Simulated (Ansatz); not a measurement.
**BiOBr (P4/nmm): converging the G0W0 gap**

Wanted: a G0W0 gap for BiOBr (P4/nmm) that is converged in bands and cutoff, or an estimate of the limit.

Program: Ansatz 0.2.0. Level of theory: G0W0 on LDA, plane waves, PAW. Results are calculated unless marked as measured.

The database entry behind the starting cell differs from later determinations by our own check (0.1 to 0.3 % short, probably kX units), so it need not match the best structure at ambient conditions.

### Step 1. The starting structure

It takes space group P4/nmm (No. 129, tetragonal). Conventional cell: a = 3.916 Å, b = 3.916 Å, c = 8.077 Å, α = 90.00°, β = 90.00°, γ = 90.00°. Bi has 4 O at 2.32 Å and 4 Br at 3.18 Å nearest. Br has 4 Bi at 3.18 Å nearest. O has 4 Bi at 2.32 Å nearest. Farther neighbours and most contacts between anions are not listed.

The cell and positions come from the Crystallography Open Database and are kept as given unless a step says otherwise. Spin-orbit coupling is left out unless a step names it.

### Step 2. 324 empty bands, screening to 110 eV

G0W0 replaces the xc potential by the self-energy, built once from these orbitals. Only a window of levels is corrected, while the sums run over the empty bands that the input names. This step takes hard PAW files.

input.yaml reads:

```yaml
crystal:
  lattice:
    - [3.916, 0.0, 0.0]
    - [0.0, 3.916, 0.0]
    - [0.0, 0.0, 8.077]
  atoms:
    - { symbol: Bi, position: [0.0, 0.5, 0.154] }
    - { symbol: Bi, position: [0.5, 0.0, 0.846] }
    - { symbol: Br, position: [0.0, 0.5, 0.653] }
    - { symbol: Br, position: [0.5, 0.0, 0.347] }
    - { symbol: O, position: [0.0, 0.0, 0.0] }
    - { symbol: O, position: [0.5, 0.5, 0.0] }
kpoints:
  mp_grid: { grid: [6, 6, 4] }
hamiltonian:
  xc: lda
  pseudopotentials: { kind: paw, source: ansatz }
scf:
  occupations: { method: fixed }
gw:
  n_empty_bands: 324
  ecut_chi: 110.0
  qp_bands: [v2, c2]
  qp_kpoints: band_edges
  screening: { model: contour_deformation }
```

Run with:

```
$ ansatz run input.yaml --threads 4 --pin off --max-ram 138240MiB --backend cuda --events-out ev --progress --plain --runs-dir out --devices 1 --max-vram 26GiB
```

Numbers of over 12 decimals in the logs are rounded to 6 here.

Log:

```text
GPUs: using 1 of 1 available (devices: 1).
Engine: ansatz 0.2.0, x86_64-unknown-linux-gnu
Pseudopotentials: kind: paw
Pseudopotential: Bi, paw, valence charge 23, recommended cutoff 500 eV (normal), Bi.paw.azcp
Pseudopotential: Br, paw, valence charge 17, recommended cutoff 680 eV (normal), Br.paw.azcp
Pseudopotential: O, paw, valence charge 6, recommended cutoff 930 eV (normal), O.paw.azcp
Functional definition: SPW92
  exchange = slater_x
  correlation = pw_c
device memory: the entry about to start is reckoned to put 5.7 GiB on a device that reports 58.7 GiB free (of which the cap on the GPU budget leaves the run 26.0 GiB)
GPU FFT provider: cuFFT
GPU libraries: cuBLAS 13.8.2, cuFFT 12.4.0, cuSOLVER 12.3.4
Crystal: 6 atoms, lattice volume = 123.861 Å³
Basis set: ecut = 930 eV, 7965 PW (Γ)
Bands: 56, of which v1, the nominal top of the filled ones, is band 46 counted from 1 (45 counted from 0)
Symmetry: 16 space group operations
Space group: P4/nmm (ITA 129), of the structure as read, at distance tolerance 5.0e-5 Å
k-points: 30 of 144
Non-local potential: Bi, projectors of the file, l = 0: 3, l = 1: 3, l = 2: 3, l = 3: 2
Non-local potential: Br, projectors of the file, l = 0: 2, l = 1: 2, l = 2: 3, l = 3: 1
Non-local potential: O, projectors of the file, l = 0: 2, l = 1: 2, l = 2: 1
PAW form: soft (Blöchl's): semilocal exchange-correlation on the pseudo side does not see the compensation charge
PAW frozen core: Bi, regenerated for the run's functional, and the local potential with it (the file was generated under x = pbe(κ = 0.804, μ = 0.219515), c = pbe(β = 0.066725))
PAW frozen core: Br, regenerated for the run's functional, and the local potential with it (the file was generated under x = pbe(κ = 0.804, μ = 0.219515), c = pbe(β = 0.066725))
PAW frozen core: O, regenerated for the run's functional, and the local potential with it (the file was generated under x = pbe(κ = 0.804, μ = 0.219515), c = pbe(β = 0.066725))
PAW one-centre angular grid: Bi, 590 points (default); XC on 64 Gauss nodes
PAW one-centre angular grid: Br, 590 points (default); XC on 64 Gauss nodes
PAW one-centre angular grid: O, 110 points (default); XC on 64 Gauss nodes
Initial density: superposition of atomic densities (chi_scale 0.1, normalization cell, long waves kept (reshape's long-wave potential 0.33 eV rms))
Initial wavefunctions: pseudopotential atomic-orbital guess
GPU buffer pool allocated for 182250 grid points (all kernels)
GPU transforms: local potential and band sums: pruned to the plane-wave sphere, on 45×45×81
Functional: x = slater, c = lda
SCF iter   1: F=—  HF=-44730.853419 eV  |F-HF|=—  |Δ(HF+E_count)|=         —  Δρ=6.83e-2  dr2=1.29e1  ethr=3.10e-3  ⟨swp⟩=4.0  Hψ=5134  notcnv=0  defer=227
preconditioner: auto → Resta (q_TF=auto, 2.596 Å⁻¹)  ε∞=3.6  [insulator: Δε(μ)=0.734 eV  Ē_g=12.325 eV  n_scr=38 (ndim 8)  ℏωp=20.0 eV  f_vac=0.041  ε∞_Penn≈3.6]
SCF iter   2: F=—  HF=-44728.170768 eV  |F-HF|=—  |Δ(HF+E_count)|=    2.68e0  Δρ=3.61e-2  dr2=1.36e0  ethr=3.10e-3  ⟨swp⟩=3.0  Hψ=3042  notcnv=0  defer=221
SCF iter   3: F=—  HF=-44727.847127 eV  |F-HF|=—  |Δ(HF+E_count)|=   3.24e-1  Δρ=1.71e-2  dr2=3.45e-1  ethr=1.48e-3  ⟨swp⟩=2.3  Hψ=2597  notcnv=0  defer=228
SCF iter   4: F=—  HF=-44727.772291 eV  |F-HF|=—  |Δ(HF+E_count)|=   7.48e-2  Δρ=8.12e-3  dr2=4.04e-2  ethr=3.75e-4  ⟨swp⟩=2.2  Hψ=2160  notcnv=0  defer=237
SCF iter   5: F=—  HF=-44727.768670 eV  |F-HF|=—  |Δ(HF+E_count)|=   3.62e-3  Δρ=2.00e-3  dr2=3.77e-3  ethr=4.39e-5  ⟨swp⟩=2.0  Hψ=2818  notcnv=0  defer=240
SCF iter   6: F=—  HF=-44727.768165 eV  |F-HF|=—  |Δ(HF+E_count)|=   5.05e-4  Δρ=3.87e-4  dr2=1.92e-4  ethr=4.10e-6  ⟨swp⟩=3.0  Hψ=3000  notcnv=0  defer=240
SCF iter   7: F=—  HF=-44727.768172 eV  |F-HF|=—  |Δ(HF+E_count)|=   7.31e-6  Δρ=1.30e-4  dr2=1.83e-5  ethr=2.09e-7  ⟨swp⟩=2.0  Hψ=2658  notcnv=0  defer=127
SCF iter   8: F=—  HF=-44727.768172 eV  |F-HF|=—  |Δ(HF+E_count)|=   7.49e-8  Δρ=2.90e-5  dr2=1.23e-6  ethr=1.99e-8  ⟨swp⟩=2.0  Hψ=2698  notcnv=0  defer=120
SCF iter   9: F=-44727.768172 eV  HF=-44727.768172 eV  |F-HF|=1.70e-9  |Δ(HF+E_count)|=   1.45e-7  Δρ=6.78e-6  dr2=5.75e-8  ethr=1.09e-10  ⟨swp⟩=9.5  Hψ=7456  notcnv=0
SCF 1 converged in 9 iterations: F = -44727.768172 eV  dr2 = 5.75e-8
  greatest PAW one-centre occupation: 1.000 electrons in one spin orbital (limit 2), on the Bi atom at site 1 (counted from 0), in its partial waves of l = 0
device memory: the entry about to start is reckoned to put 5.2 GiB (of the 6.0 GiB reckoned in all, the device holds 0.8 GiB already) on a device that reports 53.8 GiB free (of which the cap on the GPU budget leaves the run 25.2 GiB)
NSCF: frozen V_eff on 30 k-points, pencils in batches of 32, up to order 224
the band table was solved once the SCF had ended and its energy, with any forces and stress, was formed, with the checks that follow a solve (6350 applications of the Hamiltonian). They found nothing against the state; the energy, forces and stress were not computed again (output.eigenvalues in the input reference)
device memory: the entry about to start is reckoned to put 8.2 GiB on a device that reports 54.5 GiB free (of which the cap on the GPU budget leaves the run 26.0 GiB)
NSCF: frozen V_eff on 30 k-points
G₀W₀ screening: q 1/30
[... further progress lines ...]
SCF converged after 9 iterations
Free energy (F): -44727.768172 eV
Harris-Foulkes:  -44727.768172 eV  (|F-HF|=1.70e-9)
Internal energy: -44727.768172 eV  (E = F + TS)
E sigma→0 (E₀):  -44727.768172 eV
Fermi energy:    9.150209 eV
--- Per-component energies (eV) ---
  E_band       = -2681.519572
  E_kinetic    = 2089.090797
  E_local      = -18569.332826  (includes V_loc(G=0)·N_el)
  E_nonlocal   = 1608.239736
  E_hartree    = 6777.890699
  E_xc         = -1996.528572
  E_vxc        = -1068.143746  (∫ρ·V_xc dr)
  E_paw        = -23410.283523  (= ΣΔE_a)
  E_vpaw       = -297.152663  (= ΣTr[D̂ρ^β])
  E_aug_tail   = -0.000028  (compensation charges beyond the density's cutoff)
  E_ewald      = -11233.097617
  E_core_change = 6.253163  (= ΣΔE_core)
  E_smearing   = -0.000000  (= −TS)
  E_closure    = 0.000000  (closes the sum)
  Σ components = -44727.768172   (vs F -44727.768172, Δ=0.00e0)
--- Band table (eV; the first three rows and the last of 30) ---
  k-point 0: bands = [... 42 lower, 8.1576, 8.4274, 8.4274, 8.4934, 11.4561, 12.3661, 14.0408, 14.0408, ... 6 higher]
  k-point 1: bands = [... 42 lower, 8.1274, 8.6156, 8.6156, 8.7707, 11.3272, 11.9957, 13.9515, 13.9515, ... 6 higher]
  k-point 2: bands = [... 42 lower, 8.2281, 8.7420, 8.7420, 9.0458, 11.2675, 11.5472, 13.8654, 13.8654, ... 6 higher]
  k-point 29: bands = [... 42 lower, 8.0721, 8.0721, 8.1554, 8.1554, 13.1510, 13.1510, 14.4231, 14.4231, ... 6 higher]
--- G₀W₀: contour deformation, 7 samples at zero and on the imaginary axis and 2 off it, 144 q-points, 324 empty bands' worth ---
  eigenvalues of the whole cell's RPA ε∞ on this k-mesh (on a slab, of 1 + 4πα/V) = 5.4299, 7.3485, 7.3485; static W/v taken at q = 0 is 0.143237
  gw.qp_kpoints: band_edges: 23 of 30 stored k-points solved, in 1 pass; an edge of the gap read off the rows below is read off those points alone
    valence top: of the k-points left out ik 21 came nearest to being solved in a further pass, in band 46 (counted from 1, as in the quasiparticle table): it holds the edge there only if its correction is more favourable than any solved in that band by at least 0.521 eV; those differ by 0.315 eV
    conduction bottom: of the k-points left out ik 21 came nearest to being solved in a further pass, in band 47 (counted from 1, as in the quasiparticle table): it holds the edge there only if its correction is more favourable than any solved in that band by at least 1.445 eV; those differ by 0.226 eV
    ik  band        ε_KS         Σx   Σc(E_QP)       V_xc       Z   E_QP_lin       E_QP  E_QP is
     0    45      8.4274   -19.5852     2.6589   -16.3720  0.7497     7.8671     7.8730  root
     0    46      8.4934   -18.6278     2.1639   -15.9467  0.7591     7.9712     7.9762  root
     0    47     11.4561   -10.5738    -3.5972   -14.8609  0.8080    12.1506    12.1459  root
     0    48     12.3661   -10.8964    -3.5370   -15.1175  0.7984    13.0554    13.0503  root
     1    45      8.6156   -19.7600     2.6308   -16.5516  0.7516     8.0319     8.0381  root
     1    46      8.7707   -19.0855     2.1619   -16.3991  0.7611     8.2414     8.2462  root
     1    47     11.3272   -10.1701    -3.5533   -14.3860  0.8101    11.9940    11.9898  root
     1    48     11.9957   -10.3959    -3.5251   -14.6017  0.8046    12.6810    12.6764  root
     2    45      8.7420   -19.9398     2.6221   -16.7370  0.7527     8.1551     8.1613  root
     2    46      9.0458   -19.7251     2.2261   -16.9516  0.7617     8.4934     8.4984  root
     2    47     11.2675    -9.8740    -3.4316   -13.8997  0.8100    11.8648    11.8616  root
     2    48     11.5472    -9.5509    -3.6762   -13.9648  0.8134    12.2902    12.2849  root
     3    45      8.8232   -20.2461     2.7299   -16.9685  0.7519     8.2702     8.2756  root
     3    46      8.8253   -20.0834     2.4603   -17.1276  0.7563     8.3255     8.3297  root
     3    47     12.3326   -11.5502    -3.5604   -15.8771  0.7945    13.1057    13.0991  root
     3    48     12.8008   -10.6860    -3.7629   -15.2011  0.7958    13.5599    13.5529  root
     4    45      8.6652   -19.7352     2.6116   -16.5352  0.7522     8.0704     8.0768  root
     4    46      8.9681   -20.3476     2.5318   -17.3110  0.7562     8.4590     8.4633  root
     4    47     12.2218   -11.2980    -3.4992   -15.5209  0.7962    12.9512    12.9455  root
     4    48     12.5295   -10.4507    -3.7078   -14.9149  0.8003    13.2923    13.2858  root
     5    45      8.7762   -20.9441     2.5514   -18.0877  0.7554     8.4699     8.4713  root
     5    46      8.8840   -20.0171     2.4607   -17.0330  0.7570     8.3558     8.3606  root
     5    47     12.0911   -10.9610    -3.4484   -15.0934  0.7983    12.7800    12.7751  root
     5    48     12.3851   -10.5621    -3.6571   -14.9796  0.8014    13.1518    13.1455  root
[...]
23    45      8.5533   -20.2732     2.8810   -16.8420  0.7473     7.9974     8.0032  root
    23    46      8.8293   -19.9647     2.5500   -16.8817  0.7553     8.2914     8.2963  root
    23    47     12.0848   -10.8984    -3.4759   -15.0618  0.8041    12.7769    12.7723  root
    23    48     13.8127   -12.2486    -3.8292   -16.8852  0.7820    14.6296    14.6200  root
    27    45      8.4208   -19.8482     2.8215   -16.4199  0.7470     7.8064     7.8140  root
    27    46      8.4208   -19.8482     2.8215   -16.4199  0.7470     7.8064     7.8140  root
    27    47     12.4555   -10.4572    -3.5897   -14.7175  0.8038    13.1306    13.1260  root
    27    48     12.4555   -10.4572    -3.5897   -14.7175  0.8038    13.1306    13.1260  root
```

Elapsed: 2.5 min, on 1 × NVIDIA H100 80GB HBM3 (shared by 3 runs) with 4 threads of AMD EPYC 7R13 (Zen 3), shared host; peak memory 3.4 GiB; 2.7 min of CPU time.

Numbers from this step:

```
bands summed                                 : 370
RPA ε∞ on this mesh (eigenvalues)            : 5.430, 7.348, 7.348
plane waves in the screening matrix          : 345
q-points in the mesh                         : 144
G0W0 gap on the mesh                         : 3.003 eV
k of the valence top                         : 0, 0.3333, -0.5
k of the conduction bottom                   : 0, 0, -0.5
starting gap on the mesh                     : 2.117 eV
Z at the valence top                         : 0.7614
Z at the conduction bottom                   : 0.8100
least direct G0W0 gap on the computed points : 3.363 eV
```

The gap on the mesh goes from 2.12 eV to 3.00 eV, a correction of +0.89 eV. Between the two edge states, bare exchange in place of the xc potential would open the gap by 6.62 eV, and correlation takes back 5.73 eV.

### Step 3. 736 empty bands, screening to 190 eV

Bands and screening cutoff are moved together, since each hides the error of the other.

input.yaml, as its differences from that of step 2:

```diff
@@ -20,4 +20,4 @@
 gw:
-  n_empty_bands: 324
-  ecut_chi: 110.0
+  n_empty_bands: 736
+  ecut_chi: 190.0
   qp_bands: [v2, c2]
```

Log:

```text
GPUs: using 1 of 1 available (devices: 1).
[...]
GPU FFT provider: cuFFT
GPU libraries: cuBLAS 13.8.2, cuFFT 12.4.0, cuSOLVER 12.3.4
Crystal: 6 atoms, lattice volume = 123.861 Å³
Basis set: ecut = 930 eV, 7965 PW (Γ)
Bands: 56, of which v1, the nominal top of the filled ones, is band 46 counted from 1 (45 counted from 0)
Symmetry: 16 space group operations
[...]
k-points: 30 of 144
[...]
GPU buffer pool allocated for 182250 grid points (all kernels)
[...]
SCF iter   1: F=—  HF=-44730.853419 eV  |F-HF|=—  |Δ(HF+E_count)|=         —  Δρ=6.83e-2  dr2=1.29e1  ethr=3.10e-3  ⟨swp⟩=4.0  Hψ=5134  notcnv=0  defer=227
[...]
SCF iter   9: F=-44727.768172 eV  HF=-44727.768172 eV  |F-HF|=1.70e-9  |Δ(HF+E_count)|=   1.45e-7  Δρ=6.78e-6  dr2=5.75e-8  ethr=1.09e-10  ⟨swp⟩=9.5  Hψ=7456  notcnv=0
SCF 1 converged in 9 iterations: F = -44727.768172 eV  dr2 = 5.75e-8
[...]
NSCF: frozen V_eff on 30 k-points, pencils in batches of 32, up to order 224
[...]
NSCF: frozen V_eff on 30 k-points
G₀W₀ screening: q 1/30
[... further progress lines ...]
SCF converged after 9 iterations
Free energy (F): -44727.768172 eV
[...]
Internal energy: -44727.768172 eV  (E = F + TS)
E sigma→0 (E₀):  -44727.768172 eV
Fermi energy:    9.150209 eV
[...]
--- Band table (eV; the first three rows and the last of 30) ---
  k-point 0: bands = [... 42 lower, 8.1576, 8.4274, 8.4274, 8.4934, 11.4561, 12.3661, 14.0408, 14.0408, ... 6 higher]
  k-point 1: bands = [... 42 lower, 8.1274, 8.6156, 8.6156, 8.7707, 11.3272, 11.9957, 13.9515, 13.9515, ... 6 higher]
  k-point 2: bands = [... 42 lower, 8.2281, 8.7420, 8.7420, 9.0458, 11.2675, 11.5472, 13.8654, 13.8654, ... 6 higher]
  k-point 29: bands = [... 42 lower, 8.0721, 8.0721, 8.1554, 8.1554, 13.1510, 13.1510, 14.4231, 14.4231, ... 6 higher]
[...]
bands read: the sum over 782 bands ends inside a degenerate multiplet in 1 slot, whose members it reads at an even weight; the widest, k=0: bands 782 to 783 (counted from 1) at 1/2 each
[...]
0    45      8.4274   -19.5852     2.4434   -16.3720  0.7486     7.6457     7.6575  root
     0    46      8.4934   -18.6278     1.9544   -15.9467  0.7584     7.7565     7.7667  root
     0    47     11.4561   -10.5738    -3.7508   -14.8609  0.8066    11.9951    11.9924  root
     0    48     12.3661   -10.8964    -3.7232   -15.1175  0.7976    12.8667    12.8641  root
     1    45      8.6156   -19.7600     2.4085   -16.5516  0.7505     7.8034     7.8158  root
     1    46      8.7707   -19.0855     1.9391   -16.3991  0.7603     8.0132     8.0234  root
     1    47     11.3272   -10.1701    -3.6974   -14.3860  0.8087    11.8483    11.8458  root
     1    48     11.9957   -10.3959    -3.6988   -14.6017  0.8039    12.5051    12.5026  root
[...]
27    45      8.4208   -19.8482     2.6018   -16.4199  0.7459     7.5799     7.5944  root
    27    46      8.4208   -19.8482     2.6018   -16.4199  0.7459     7.5799     7.5944  root
    27    47     12.4555   -10.4572    -3.7469   -14.7175  0.8024    12.9715    12.9689  root
    27    48     12.4555   -10.4572    -3.7469   -14.7175  0.8024    12.9715    12.9689  root
```

Wall time 5.2 min (1 × NVIDIA H100 80GB HBM3 (shared by 3 runs) with 4 threads); peak memory 7.4 GiB.

Numbers from this step:

```yaml
bands_summed: 782
rpa_eps_infinity_on_this_mesh_eigenvalues: 5.409, 7.307, 7.307
plane_waves_in_the_screening_matrix: 743
q_points_in_the_mesh: 144
g0w0_gap_on_the_mesh: 3.136 eV
k_of_the_valence_top: 0, 0.3333, -0.5
k_of_the_conduction_bottom: 0, 0, -0.5
starting_gap_on_the_mesh: 2.117 eV
z_at_the_valence_top: 0.7593
z_at_the_conduction_bottom: 0.8087
least_direct_g0w0_gap_on_the_computed_points: 3.467 eV
```

Against the run with 6×6×4 mesh, 324 empty bands, screening to 110 eV, hard PAW files, the gap moves by +0.13 eV.

(Continued in part 2 of 2.)

[Paths, hosts, dates, memory and timing lines, banners, echoed tables and standing remarks are left out of the program output.]

[Logs are printed without paths, hosts, clocks, repeated set-up lines and the standing remarks that a program may print on its own settings, such as how far it seeks lower states.]

[Runs of the session that timed out or met a known fault of the program may be left out.]

[Cells called generated may have been cut or substituted from an entry of the Crystallography Open Database or the Materials Project.]

[Hosts, paths, dates, database ids (printed as entryN), source tags and the programs' standing remarks are cut or masked in the printed files.]
